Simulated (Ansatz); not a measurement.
## TiClO: the g tensor from first principles

Aim: the g tensor that the resonance of TiClO should show, with the hyperfine coupling at the magnetic ion.

Program: Ansatz 0.2.0. Level of theory: DFT, PBEsol+U, plane-wave PAW, PAW set soft_2, collinear spin, scalar-relativistic. Values are calculated unless marked as measured.

The database entry behind the starting cell differs from other determinations of this structure, so it need not match the best structure at room temperature.

In doubt: where a d or f shell is part filled, a hybrid often lands on a higher state (in some of the runs), so the values of those runs are not to be relied on.

## (1) The starting structure

The structure is orthorhombic, space group Pmmn (No. 59). Conventional cell: a = 3.380 Å, b = 3.790 Å, c = 8.030 Å, α = 90.00°, β = 90.00°, γ = 90.00°. Nearest to Ti lie 4 O at 1.95 to 2.26 Å and 2 Cl at 2.32 Å. Cl has 2 Ti at 2.32 Å nearest. Nearest to O lie 4 Ti at 1.95 to 2.26 Å. Farther neighbours, and contacts between anions beyond the nearest, are not listed.

As a file:

```cif
data_structure
_symmetry_space_group_name_H-M 'P 1'
_symmetry_Int_Tables_number 1
_cell_length_a 3.3800
_cell_length_b 3.7900
_cell_length_c 8.0300
_cell_angle_alpha 90.000
_cell_angle_beta 90.000
_cell_angle_gamma 90.000
_cell_volume 102.87
loop_
_atom_site_label
_atom_site_type_symbol
_atom_site_fract_x
_atom_site_fract_y
_atom_site_fract_z
_atom_site_occupancy
Ti1 Ti 0.50000 0.00000 0.87800 1
Ti2 Ti 0.00000 0.50000 0.12200 1
Cl3 Cl 0.00000 0.00000 0.68000 1
Cl4 Cl 0.50000 0.50000 0.32000 1
O5 O 0.00000 0.00000 0.06500 1
O6 O 0.50000 0.50000 0.93500 1
```

The structure is an entry of the Crystallography Open Database.

The 2 Ti moments of the cell that is run start parallel. In a paramagnet exchange averages the ions' tensors into one line, which the cell's tensor stands for; it tells nothing where the spins pair up instead.

## (2) Spin density and spin-orbit coupling

One collinear run gives the spin density, also at the nuclei; a second pass then couples the two spin channels by spin-orbit coupling for several directions of the moment, which gives orbital moments and direction energies. U = 3 eV on Ti is meant to offset the tendency of semilocal functionals to spread the spin.

Input file input.yaml:

```yaml
crystal:
  lattice:
    - [3.38, 0.0, 0.0]
    - [0.0, 3.79, 0.0]
    - [0.0, 0.0, 8.03]
  atoms:
    - { symbol: Ti, position: [0.5, 0.0, 0.878], spin: 1.0 }
    - { symbol: Ti, position: [0.0, 0.5, 0.122], spin: 1.0 }
    - { symbol: Cl, position: [0.0, 0.0, 0.68] }
    - { symbol: Cl, position: [0.5, 0.5, 0.32] }
    - { symbol: O, position: [0.0, 0.0, 0.065] }
    - { symbol: O, position: [0.5, 0.5, 0.935] }
magnetization:
  spin_polarized: true
kpoints:
  mp_grid: { grid: [5, 5, 3] }
scf:
  lower_state_search: "off"
  occupations: { method: fermi_dirac, width: 0.01 }
hamiltonian:
  xc: pbesol
  hubbard: [{ species: Ti, l: d, u_eff: 3 }]
output:
  efg:
    contact_densities: true
    quadrupole_moments_barn: { Ti: 0.302, Cl: -0.08112, O: -0.02558 }
  forces: true
  eigenstates:
    nscf_kmesh: { grid: [5, 5, 3] }
    top_band: c44
    magnetocrystalline_anisotropy:
      directions:
# [... lines on directions and stored grids left out ...]
```

Started as:

```sh
> ansatz run input.yaml --threads 4 --pin off --max-ram 9216MiB --backend cpu --events-out ev --progress --plain --runs-dir out
```

What it wrote:

```text
[...]
Engine: ansatz 0.2.0, x86_64-unknown-linux-gnu
Pseudopotentials: kind: paw
Pseudopotential: Ti, paw, valence charge 12, recommended cutoff 420 eV (normal), Ti.paw.azcp
Pseudopotential: Cl, paw, valence charge 7, recommended cutoff 420 eV (normal), Cl.paw.azcp
Pseudopotential: O, paw, valence charge 6, recommended cutoff 420 eV (normal), O.paw.azcp
Functional definition: PBEsol
  exchange = pbesol_x
  correlation = pbesol_c
Crystal: 6 atoms, lattice volume = 102.866 Å³
Basis set: ecut = 420 eV, 2029 PW (Γ), exchange–correlation on 48×54×108 points (8 copies of the dense FFT grid, shifted against one another)
Bands: 32, of which v1, the nominal top of the filled ones, is band 25 counted from 1 (24 counted from 0)
Symmetry: 8 space group operations
Space group: Pmmn (ITA 59), of the structure as read, at distance tolerance 4.7e-5 Å
Magnetic group: BNS 59.405 (UNI 503), of the structure as read, at distance tolerance 4.7e-5 Å
k-points: 18 of 75
Non-local potential: Ti, projectors of the file, l = 0: 3, l = 1: 2, l = 2: 3, l = 3: 1
Non-local potential: Cl, projectors of the file, l = 0: 2, l = 1: 2, l = 2: 2
Non-local potential: O, projectors of the file, l = 0: 2, l = 1: 2, l = 2: 1
PAW form: soft (Blöchl's): semilocal exchange-correlation on the pseudo side does not see the compensation charge
PAW frozen core: Ti, regenerated for the run's functional, and the local potential with it (the file was generated under x = pbe(κ = 0.804, μ = 0.219515), c = pbe(β = 0.066725))
PAW frozen core: Cl, regenerated for the run's functional, and the local potential with it (the file was generated under x = pbe(κ = 0.804, μ = 0.219515), c = pbe(β = 0.066725))
PAW frozen core: O, regenerated for the run's functional, and the local potential with it (the file was generated under x = pbe(κ = 0.804, μ = 0.219515), c = pbe(β = 0.066725))
PAW one-centre angular grid: Ti, 590 points (default); XC on 64 Gauss nodes
PAW one-centre angular grid: Cl, 110 points (default); XC on 64 Gauss nodes
PAW one-centre angular grid: O, 110 points (default); XC on 64 Gauss nodes
Initial density: superposition of atomic densities (chi_scale 0.1, normalization cell, long waves kept (reshape's long-wave potential 0.46 eV rms))
Starting moments: Σ|m| = 2 μB on 2 of 6 sites
Initial wavefunctions: pseudopotential atomic-orbital guess
Functional: x = pbesol(κ = 0.804, μ = 0.123457), c = pbesol(β = 0.046)
SCF iter   1: F=—  HF=-8199.526344 eV  |F-HF|=—  |Δ(HF+E_count)|=         —  Δρ=6.70e-2 (↑6.70e-2 ↓5.02e-2)  dr2=4.91e1  dr2_m=1.73e-1  M=2.000 μB ∫|m|=3.032 μB  β_m=1.00  ethr=3.10e-3  ⟨swp⟩=7.2  Hψ=5082  notcnv=0
preconditioner: auto → Kerker (q_TF=auto, 2.419 Å⁻¹)  [metal: Δε(μ)=0.005 eV  Ē_g=8.341 eV  σ=0.010 eV  W_gap=0.12  n_scr=22 (ndim 8)  ℏωp=21.3 eV  f_vac=0.078  D(μ)=6.38/eV (n_scr^D=58)]
spin=Collinear: Kerker preconditioning applied to the charge; magnetization (m = ρ↑ − ρ↓) channel mixes plain (no charge-response kernel on spin).
SCF iter   2: F=—  HF=-8196.329996 eV  |F-HF|=—  |Δ(HF+E_count)|=    3.20e0  Δρ=2.34e-2 (↑2.30e-2 ↓2.34e-2)  dr2=1.04e1  dr2_m=5.90e-2  M=2.000 μB ∫|m|=2.656 μB  β_m=0.30  ethr=3.10e-3  ⟨swp⟩=3.0  Hψ=2609  notcnv=0  defer=56
SCF iter   3: F=—  HF=-8195.650433 eV  |F-HF|=—  |Δ(HF+E_count)|=   6.80e-1  Δρ=1.93e-2 (↑1.93e-2 ↓1.43e-2)  dr2=4.46e0  dr2_m=8.26e-2  M=2.000 μB ∫|m|=2.489 μB  β_m=0.30  ethr=3.10e-3  ⟨swp⟩=2.2  Hψ=1743  notcnv=0  defer=54
SCF iter   4: F=—  HF=-8195.141250 eV  |F-HF|=—  |Δ(HF+E_count)|=   5.09e-1  Δρ=1.83e-2 (↑1.83e-2 ↓1.02e-2)  dr2=1.06e0  dr2_m=1.04e-1  M=2.000 μB ∫|m|=2.422 μB  β_m=0.30  ethr=3.10e-3  ⟨swp⟩=2.4  Hψ=1736  notcnv=0  defer=54
SCF iter   5: F=—  HF=-8195.138767 eV  |F-HF|=—  |Δ(HF+E_count)|=   2.48e-3  Δρ=1.20e-2 (↑1.20e-2 ↓1.09e-2)  dr2=3.13e-1  dr2_m=8.21e-2  M=2.000 μB ∫|m|=2.379 μB  β_m=0.30  ethr=2.12e-3  ⟨swp⟩=2.1  Hψ=1948  notcnv=0  defer=59
SCF iter   6: F=—  HF=-8195.336387 eV  |F-HF|=—  |Δ(HF+E_count)|=   1.98e-1  Δρ=1.07e-2 (↑1.07e-2 ↓9.66e-3)  dr2=1.28e-1  dr2_m=7.19e-2  M=2.000 μB ∫|m|=2.351 μB  β_m=0.30  ethr=6.26e-4  ⟨swp⟩=2.6  Hψ=1547  notcnv=0  defer=59
SCF iter   7: F=—  HF=-8195.550129 eV  |F-HF|=—  |Δ(HF+E_count)|=   2.14e-1  Δρ=8.14e-3 (↑5.81e-3 ↓8.14e-3)  dr2=4.29e-2  dr2_m=4.05e-2  M=2.000 μB ∫|m|=2.315 μB  β_m=0.30  ethr=2.56e-4  ⟨swp⟩=2.4  Hψ=1910  notcnv=0  defer=76
Mixer restart at iter 7: flushing history
spin-set hold released at iteration 7 (site moments contracting): the magnetisation degrees of freedom join the quasi-Newton model from the next iteration; the mixer history was flushed
SCF iter   8: F=—  HF=-8195.660341 eV  |F-HF|=—  |Δ(HF+E_count)|=   1.10e-1  Δρ=5.90e-3 (↑4.70e-3 ↓5.90e-3)  dr2=2.40e-2  dr2_m=2.36e-2  M=2.000 μB ∫|m|=2.282 μB  β_m=0.65  ethr=8.59e-5  ⟨swp⟩=2.4  Hψ=1488  notcnv=0  defer=76
SCF iter   9: F=—  HF=-8195.795573 eV  |F-HF|=—  |Δ(HF+E_count)|=   1.35e-1  Δρ=1.68e-3 (↑1.07e-3 ↓1.68e-3)  dr2=7.75e-3  dr2_m=4.83e-4  M=2.000 μB ∫|m|=2.197 μB  β_m=0.64  ethr=4.81e-5  ⟨swp⟩=3.5  Hψ=2370  notcnv=0  defer=78
SCF iter  10: F=—  HF=-8195.796464 eV  |F-HF|=—  |Δ(HF+E_count)|=   8.91e-4  Δρ=8.34e-4 (↑8.34e-4 ↓4.56e-4)  dr2=3.71e-3  dr2_m=2.13e-4  M=2.000 μB ∫|m|=2.185 μB  β_m=0.82  ethr=1.55e-5  ⟨swp⟩=2.5  Hψ=1975  notcnv=0  defer=84
SCF iter  11: F=—  HF=-8195.797659 eV  |F-HF|=—  |Δ(HF+E_count)|=   1.20e-3  Δρ=3.18e-4 (↑3.01e-4 ↓3.18e-4)  dr2=1.67e-3  dr2_m=1.77e-5  M=2.000 μB ∫|m|=2.176 μB  β_m=0.91  ethr=7.41e-6  ⟨swp⟩=2.1  Hψ=1627  notcnv=0  defer=84
SCF iter  12: F=—  HF=-8195.797888 eV  |F-HF|=—  |Δ(HF+E_count)|=   2.29e-4  Δρ=1.48e-4 (↑1.39e-4 ↓1.48e-4)  dr2=4.84e-4  dr2_m=3.99e-6  M=2.000 μB ∫|m|=2.170 μB  β_m=0.94  ethr=3.34e-6  ⟨swp⟩=2.0  Hψ=1682  notcnv=0  defer=84
SCF iter  13: F=—  HF=-8195.797812 eV  |F-HF|=—  |Δ(HF+E_count)|=   7.63e-5  Δρ=8.48e-5 (↑8.48e-5 ↓5.97e-5)  dr2=4.92e-5  dr2_m=2.16e-6  M=2.000 μB ∫|m|=2.171 μB  β_m=0.97  ethr=9.68e-7  ⟨swp⟩=2.0  Hψ=1618  notcnv=0  defer=84
SCF iter  14: F=—  HF=-8195.797799 eV  |F-HF|=—  |Δ(HF+E_count)|=   1.24e-5  Δρ=2.20e-5 (↑2.20e-5 ↓1.82e-5)  dr2=4.52e-6  dr2_m=8.05e-8  M=2.000 μB ∫|m|=2.172 μB  β_m=0.98  ethr=9.85e-8  ⟨swp⟩=2.0  Hψ=1558  notcnv=0  defer=84
SCF iter  15: F=—  HF=-8195.797799 eV  |F-HF|=—  |Δ(HF+E_count)|=   8.37e-8  Δρ=6.73e-6 (↑6.73e-6 ↓6.53e-6)  dr2=3.28e-7  dr2_m=1.16e-8  M=2.000 μB ∫|m|=2.172 μB  β_m=0.99  ethr=9.05e-9  ⟨swp⟩=2.0  Hψ=1545  notcnv=0  defer=84
SCF iter  16: F=-8195.797800 eV  HF=-8195.797800 eV  |F-HF|=5.91e-9  |Δ(HF+E_count)|=   9.84e-8  Δρ=2.39e-6 (↑2.39e-6 ↓1.85e-6)  dr2=2.59e-8  dr2_m=7.93e-10  M=2.000 μB ∫|m|=2.172 μB  ethr=2.00e-10  ⟨swp⟩=14.7  Hψ=8635  notcnv=0
SCF 1 converged in 16 iterations: F = -8195.797800 eV  dr2 = 2.59e-8
  greatest PAW one-centre occupation: 0.999 electrons in one spin orbital (limit 2), on the Ti atom at site 1 (counted from 0), in its partial waves of l = 0
NSCF: frozen V_eff on 18 k-points
Magnetocrystalline anisotropy: 0 of 18 k-points coupled
Magnetocrystalline anisotropy: 18 of 18 k-points coupled
SCF converged after 16 iterations
Magnetization: 2.0000 μB (26.0000 up, 24.0000 down)
Absolute magnetization: 2.1550 μB (∫|ρ↑−ρ↓|, with the PAW one-centre terms)
Spin contamination: 0.0065 ħ² per cell (⟨S²⟩ above its minimum at these occupations)
Per-site moments (μB) at R_I (Å): [(0.677192, 0.804166), (0.677192, 0.804166), (0.00218455, 0.957143), (0.00218455, 0.957143), (-0.019809, 0.804166), (-0.019809, 0.804166)]
Free energy (F): -8195.797800 eV
Harris-Foulkes:  -8195.797800 eV  (|F-HF|=5.91e-9)
Internal energy: -8195.797800 eV  (E = F + TS)
E sigma→0 (E₀):  -8195.797800 eV
Fermi energy:    7.502380 eV
[...]
--- Forces (eV/Å), atoms counted from 1 ---
  atom   1  Ti     0.00000000     0.00000000     1.36721287
  atom   2  Ti     0.00000000     0.00000000    -1.36721287
  atom   3  Cl     0.00000000     0.00000000    -1.19429561
  atom   4  Cl     0.00000000     0.00000000     1.19429561
  atom   5  O      0.00000000     0.00000000    -0.58791339
  atom   6  O      0.00000000     0.00000000     0.58791339
  max |Σ_I F_I| component: 3.33e-16 eV/Å
--- PAW observables at the nuclei: V_zz in 10²¹ V/m², potentials from the cell's mean, atoms counted from 1 ---
  atom   1  Ti V_zz =    +1.024651   η = 0.3773   by run symmetry: allowed   C_q = +7.4823 MHz
            electrostatic potential = -2524.056480 V   contact ρ = 56638.436719 e/Å³   contact ρ_s (e/Å³): all electrons -0.585248, valence +1.171329
  atom   2  Ti V_zz =    +1.024651   η = 0.3773   by run symmetry: allowed   C_q = +7.4823 MHz
            electrostatic potential = -2524.056480 V   contact ρ = 56638.436719 e/Å³   contact ρ_s (e/Å³): all electrons -0.585248, valence +1.171329
  atom   3  Cl V_zz =    -3.994105   η = 0.8686   by run symmetry: allowed   C_q = +7.8343 MHz
            electrostatic potential = -1775.698838 V   contact ρ = 24017.136922 e/Å³   contact ρ_s (e/Å³): all electrons -0.068099, valence -0.066595
  atom   4  Cl V_zz =    -3.994105   η = 0.8686   by run symmetry: allowed   C_q = +7.8343 MHz
            electrostatic potential = -1775.698838 V   contact ρ = 24017.136922 e/Å³   contact ρ_s (e/Å³): all electrons -0.068099, valence -0.066595
  atom   5  O  V_zz =    -1.035844   η = 0.2479   by run symmetry: allowed   C_q = +0.6407 MHz
            electrostatic potential = -620.777733 V   contact ρ = 2143.047000 e/Å³   contact ρ_s (e/Å³): all electrons -0.105975, valence -0.139989
  atom   6  O  V_zz =    -1.035844   η = 0.2479   by run symmetry: allowed   C_q = +0.6407 MHz
            electrostatic potential = -620.777733 V   contact ρ = 2143.047000 e/Å³   contact ρ_s (e/Å³): all electrons -0.105975, valence -0.139989
--- Band table (eV; the first three rows and the last of 36) ---
[...]
Occupation matrices written to <dir>
```

It took 24 s on 4 threads of Intel Xeon Platinum 8488C (Sapphire Rapids), shared host; peak memory 0.64 GiB; 87 s of CPU time.

The cell carries 2.00 μB, S = 1/2 on each ion. Ti (atom 2) has 4 O + 2 Cl at 1.95 to 2.32 Å round it and 0.68 μB in its sphere.

Energies and orbital moments by direction:

| direction | energy (meV) | orbital moment (μB) | on atom 1 (μB) |
| --- | --- | --- | --- |
| [1 0 0] | 0.0000 | -0.0579 | -0.0279 |
| [0 1 0] | -0.0267 | -0.0435 | -0.0231 |
| [0 0 1] | 0.0575 | -0.0648 | -0.0311 |
| [1 1 0] | -0.0134 | -0.0507 | -0.0255 |
| [1 0 1] | 0.0286 | -0.0614 | -0.0295 |
| [0 1 1] | 0.0151 | -0.0541 | -0.0271 |
| [1 1 1] | 0.0101 | -0.0554 | -0.0274 |

With g(n) = 2.0023 + L(n)/S, L and S summed over the cell's ions (S = 1), fitted to a symmetric tensor and averaged over the point group, the principal values are:

| g | axis x | axis y | axis z |
| --- | --- | --- | --- |
| 1.9375 | 0.00 | 0.00 | 1.00 |
| 1.9444 | 1.00 | 0.00 | 0.00 |
| 1.9588 | 0.00 | 1.00 | 0.00 |

For S = 1/2 there is no zero-field splitting, so the direction energies aren't used.

The pass rescales the exchange-correlation response across the spin axis so that a rigid rotation costs nothing. Here the factor is 1.24, far enough from one to make the direction energies doubtful; g depends on them less.

Isotropic hyperfine couplings from the spin density at the nuclei:

| atom | nucleus | atoms with this value | A_iso (MHz) |
| --- | --- | --- | --- |
| 1 | ⁴⁷Ti | 2 | 21.9 |
| 5 | ¹⁷O | 2 | 9.5 |
| 3 | ³⁵Cl | 2 | -4.4 |

The ion's own value rests on core polarisation and comes out too small in this program at this level.

## (3) Levels and settings side by side

No level is known beforehand to be right for these quantities, so the functional, U, numerical settings and the positions are varied. All functionals run on PAW datasets made for PBE. Left out: LDA, where the moment isn't a whole number. Also left out: PBEsol and PBEsol, all-electron datasets made in the crystal's potential, where the gap closes (under 0.06 eV), so that a single-ion reading fails.

Times are on 4 threads of Intel Xeon Platinum 8488C (Sapphire Rapids), shared host.

| run | mesh | time | moment (μB) | g₁ | g₂ | g₃ | A_iso ⁴⁷Ti (MHz) | A_iso ¹⁷O (MHz) |
| --- | --- | --- | --- | --- | --- | --- | --- | --- |
| PBEsol+U Ti 3 eV | 5×5×3 | 24 s | 1.00 | 1.9375 | 1.9444 | 1.9588 | 21.9 | 9.5 |
| PBEsol+U Ti 2 eV | 5×5×3 | 24 s | 1.00 | 1.9307 | 1.9430 | 1.9604 | 21.2 | 8.4 |
| PBEsol+U Ti 4 eV | 5×5×3 | 23 s | 1.00 | 1.9400 | 1.9447 | 1.9571 | 22.3 | 10.5 |
| r2SCAN | 5×5×3 | 21 s | 1.00 | - | - | - | 20.8 | 3.1 |
| PBEsol+U Ti 3 eV, relaxed positions | 5×5×3 | 26 s | 1.00 | 1.9158 | 1.9335 | 1.9536 | 22.8 | 10.3 |
| PBEsol+U Ti 3 eV, coarser mesh | 4×3×2 | 25 s | 1.00 | 1.9379 | 1.9447 | 1.9588 | 21.4 | 9.1 |
| PBEsol+U Ti 3 eV, finer mesh | 7×7×3 | 41 s | 1.00 | 1.9375 | 1.9445 | 1.9588 | 21.9 | 9.5 |
| PBEsol+U Ti 3 eV, 50 % more empty bands | 5×5×3 | 35 s | 1.00 | 1.9375 | 1.9444 | 1.9587 | 21.9 | 9.5 |
| PBEsol+U Ti 3 eV, cutoff 750 eV | 5×5×3 | 36 s | 1.00 | 1.9377 | 1.9445 | 1.9590 | 21.9 | 9.5 |
| PBEsol+U Ti 3 eV, cutoff 350 eV | 5×5×3 | 24 s | 1.00 | 1.9377 | 1.9447 | 1.9592 | 21.7 | 9.5 |
| PBEsol+U Ti 3 eV, smearing 0.05 eV | 5×5×3 | 34 s | 1.00 | 1.9375 | 1.9444 | 1.9588 | 21.9 | 9.5 |
| LDA+U Ti 3 eV | 5×5×3 | 16 s | 1.00 | 1.8892 | 1.9170 | 1.9527 | 19.1 | 12.0 |
| HSE06 | 4×3×2 | 55 s | 1.00 | - | - | - | 30.7 | 6.8 |

## (4) What goes wrong with a bad setting

One setting is now spoilt on purpose, to see whether the program objects and how far the results move.

Changes to input.yaml since step 2:

```diff
@@ -6,4 +6,4 @@
   atoms:
-    - { symbol: Ti, position: [0.5, 0.0, 0.878], spin: 1.0 }
-    - { symbol: Ti, position: [0.0, 0.5, 0.122], spin: 1.0 }
+    - { symbol: Ti, position: [0.5, 0.0, 0.878] }
+    - { symbol: Ti, position: [0.0, 0.5, 0.122] }
     - { symbol: Cl, position: [0.0, 0.0, 0.68] }
@@ -12,4 +12,2 @@
     - { symbol: O, position: [0.5, 0.5, 0.935] }
-magnetization:
-  spin_polarized: true
 kpoints:
```

What it wrote:

```text
Error: output.eigenstates.magnetocrystalline_anisotropy without magnetization.spin_polarized: true — the anisotropy couples the two spin channels of a collinear magnet, and this run has not two; drop magnetocrystalline_anisotropy, or run it on two channels (magnetization.spin_polarized: true, without noncollinear)
```

Elapsed: 0.03 s, on 4 threads; peak memory 0.042 GiB; 0.03 s of CPU time.

The program refused the input. The fault: without spin polarisation there is no moment, so no g shift or coupling. The fix: switch spin polarisation on, with start moments on the magnetic atoms.

## (5) Outcome

```yaml
spin: S = 1/2 on Ti (as for Ti³⁺ d¹), 4 O + 2 Cl at 1.95 to 2.32 Å
g: 1.9375, 1.9444, 1.9588
a_iso_on_ti_atom_1: 21.9 MHz (⁴⁷Ti), unsettled: 19.1 to 30.7 over the runs
a_iso_on_o_atom_5: 9.5 MHz (¹⁷O), unsettled: 3.1 to 12.0 over the runs
a_iso_on_cl_atom_3: -4.4 MHz (³⁵Cl), unsettled: -5.6 to 0.4 over the runs
```

What this shows: As a paramagnet of local spins, TiClO has S = 1/2 on each ion and g = 1.9375, 1.9444, 1.9588 (PBEsol+U Ti 3 eV); the run puts the contact coupling on Ti at 22 MHz. The shift is negative: in a shell less than half full the orbital moment opposes the spin. The mean g shift is -0.058 at U = 2 eV, -0.055 at U = 3 eV and -0.055 at U = 4 eV. The changes tried in mesh, the number of bands, cutoff and smearing move g by 0.0004 at most. Over the first program's levels the principal g values move by up to 0.0508. The hybrid run has a coarser mesh, so its couplings may mix the effects of exchange and sampling. Relaxing moves the coupling on Cl (atom 3) from -4.4 to -0.1 MHz, so it isn't settled. Relaxing the positions moves the mean g by -0.0126. Forces of up to 1.4 eV/Å remain on the given positions, so the site's shape, and with it g and the couplings, may be off. Orbital moments are counted in the atomic spheres alone. The contact coupling of a d ion comes from core polarisation, which the Ansatz runs underestimate, at times by more than half, by the functional and perhaps by the program's treatment of the core; the orbital part of the hyperfine coupling isn't included. This ion's orbital ground state is degenerate or nearly so in a regular site, where one determinant with spin-orbit coupling in second variation is unsure and g hangs on the level. The parallel pattern is a device, not a claim about the crystal's order. In it the couplings also hold the fields sent by neighbouring ions, which cancel in part in other patterns, so they aren't those of a dilute ion.

Not shown: 1 run that was refused.

[Long decimals in the printed logs are rounded to 6 places.]

[Where a GPAW ground-state log is shown, its clock times and its lines on the Fermi level, the gap and the full list of levels were taken out.]

[Logs are printed without paths, hosts, clocks, repeated set-up lines and the standing remarks that a program may print on its own settings, such as how far it seeks lower states.]

[Hosts, paths, dates, database ids (printed as entryN), source tags and the programs' standing remarks are cut or masked in the printed files.]

[A later check with an all-electron program, on Mn²⁺ in one crystal, gave about the same coupling, so for Mn the shortfall against experiment is probably not the program's treatment of the core; other ions were not checked so.]
